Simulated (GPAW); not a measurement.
# Calculated records

## How the form of the self-energy moves the gap of KMgF3 (Pm-3m)

The structure is cubic, space group Pm-3m (No. 221). The conventional cell has a = 3.986 Å, b = 3.986 Å, c = 3.986 Å, α = 90.00°, β = 90.00°, γ = 90.00°. K has 12 F at 2.82 Å nearest. Nearest to Mg lie 6 F at 1.99 Å. Nearest to F lie 2 Mg at 1.99 Å and 4 K at 2.82 Å. Farther neighbours and most contacts between anions are not listed.

```yaml
method: DFT, PBE, plane waves, PAW (and 3 further levels or steps)
program: GPAW 26.7.0
settings_of_one_run: cutoff 600 eV, GPAW PAW setups 1.2.1 data release, 4×4×4 k-mesh, nbands 301
cost: 6 runs, 8.5 min in all on 4 MPI ranks of Arm Neoverse V1, shared host (the runs of this entry)
notes: The cell and positions come from the Crystallography Open Database and are kept as given unless a step says otherwise. Bands and cutoff are finite, so the gap is not at the basis limit. The miss can reach some tenths of an eV and take either sign; the mesh is an error of its own. The program warns of a poor linear fit in the extrapolation of some level, so the extrapolated values are rough. The 4×4×4 mesh is coarse for this cell, which bears on the long-range parts of exchange and screening.
g0w0_godby_needs_plasmon_pole: 11.074 eV
one_shot_hse06: 9.565 eV
g0w0_extrapolated_in_the_cutoff: 11.283 eV
one_shot_pbe0: 10.384 eV
g0w0_full_frequency_hilbert_transform: 11.089 eV
known_limits: not at the basis limit; coarse k mesh
```

One-shot HSE06: −1.509 eV against G0W0, Godby-Needs plasmon pole. G0W0, extrapolated in the cutoff: +0.209 eV against G0W0, Godby-Needs plasmon pole, at other bands or cutoff, so not like for like.

[Paths, hosts, dates, memory and timing lines, banners, echoed tables and standing remarks are left out of the program output.]

[Logs are printed without paths, hosts, clocks, repeated set-up lines and the standing remarks that a program may print on its own settings, such as how far it seeks lower states.]

[Runs of the session that timed out or met a known fault of the program may be left out.]

[Hosts, paths, dates, database ids (printed as entryN), source tags and the programs' standing remarks are cut or masked in the printed files.]
